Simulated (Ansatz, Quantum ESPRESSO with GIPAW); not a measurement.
# From 29Si NMR to local structure in SiP2O7

A crystal of composition SiP2O7 (one database entry, not always the ambient form) has the 29Si spectrum and parameters below, calculated by GIPAW (PBEsol; shifts against TMS, scatter of the reference line 2 ppm; spans on the shift scale).

Simulated spectrum, 29Si MAS at 12.5 kHz, 7.05 T (59.7 MHz), lines broadened by 0.8 ppm; rigid lattice, with dipolar and J couplings left out: a single narrow line at -207.1 ppm.

```tsv
line	δ_iso (ppm)	relative area	span (ppm)	skew
A	-207.1	1	2.2	1.00
```

**Question.** What do these values say of the surroundings and site symmetry of Si?

A: skew ±1 point to an axis of order three or more.  The structure behind these values (space group P6_3/m; other structures could give like values):

```tsv
line	surroundings	neighbours	bonds (Å)	site symmetry
A	SiO6	6	1.765	-3
```

[Banner, clock, file and message-heading lines were taken out of the pw.x and gipaw.x logs.]

[Logs are printed without paths, hosts, clocks, repeated set-up lines and the standing remarks that a program may print on its own settings, such as how far it seeks lower states.]

[Hosts, paths, dates, database ids (printed as entryN), source tags and the programs' standing remarks are cut or masked in the printed files.]
